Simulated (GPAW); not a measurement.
# Sc K edge of ScF3 (R-3c): cell size and cost

How large a supercell does the Sc K edge of ScF3 (R-3c) need, and what does it cost? The absorber has 6 F at 1.99 Å (octahedral, site symmetry -3).

The runs were made apart and are set side by side; the one with the holes farthest apart serves as the reference. All curves get a further Gaussian of 1.5 eV full width, so that line shapes and meshes matter less.

## 1. Cost and result by level

| run | hole distance (Å) | k mesh | core time | raw zero (eV) | zero less the added terms (eV) | r.m.s. from the reference after the best shift (%) |
| --- | --- | --- | --- | --- | --- | --- |
| GPAW LDA, 8 atoms | 5.2 | 5×5×5 | 11 min | 4494.6 | 4472.9 | 5 |
| GPAW LDA, 32 atoms | 7.7 | 2×2×2 | 31 min | 4494.2 | 4472.5 | - |

Times are from shared hosts. The zero: total-energy differences plus the lowest empty eigenvalue of the charged cell, less 21.7 eV, the free-atom term for the hole's spin; LDA puts this hole about 12 eV below PBE, itself good to a few eV.

```tsv
E (eV)	GPAW LDA, 8 atoms	GPAW LDA, 32 atoms
-2.00	0.00	0.00
-1.25	0.00	0.00
-0.50	0.00	0.00
0.25	0.00	0.00
1.00	0.00	0.00
1.75	0.01	0.00
2.50	0.01	0.00
3.25	0.02	0.01
4.00	0.04	0.03
4.75	0.06	0.05
5.50	0.14	0.10
6.25	0.24	0.22
7.00	0.26	0.34
7.75	0.27	0.37
8.50	0.35	0.43
9.25	0.52	0.55
10.00	0.74	0.72
10.75	0.95	0.96
11.50	1.08	1.19
12.25	1.18	1.34
13.00	1.30	1.42
13.75	1.57	1.57
14.50	2.02	1.88
15.25	2.50	2.28
16.00	2.74	2.56
16.75	2.64	2.57
17.50	2.32	2.38
18.25	2.06	2.14
19.00	1.98	1.97
19.75	2.04	1.92
20.50	2.06	1.93
21.25	2.00	1.92
22.00	1.89	1.84
22.75	1.78	1.74
23.50	1.70	1.66
24.25	1.63	1.61
25.00	1.57	1.57
25.75	1.49	1.53
26.50	1.43	1.48
27.25	1.39	1.44
28.00	1.42	1.44
28.75	1.55	1.52
29.50	1.81	1.71
30.25	2.18	2.02
31.00	2.57	2.38
31.75	2.85	2.68
```

## 2. Reading

The smallest cell differs from the reference by 5 % r.m.s. after a shift of 0.2 eV at 0.36 of its cost, so it already gives the shape. Its highest intensity below 24 eV lies at 16.1 eV against 16.4 eV. Whether the reference itself is converged wasn't tested.

Quadrupole 1s→3d transitions, which feed the pre-edge, are not in the dipole spectrum. Lifetime broadening is put in by hand, and intensities beyond about 20 eV depend on it. Meshes are coarse enough for small ripples in ScF3 (R-3c) and ScF3 (R-3c). Some cells keep the holes under 6.5 Å apart, so shapes are probably not fully converged. The structures are entries of the Crystallography Open Database, used as given.

[Logs are printed without paths, hosts, clocks, repeated set-up lines and the standing remarks that a program may print on its own settings, such as how far it seeks lower states.]

[Hosts, paths, dates, database ids (printed as entryN), source tags and the programs' standing remarks are cut or masked in the printed files.]
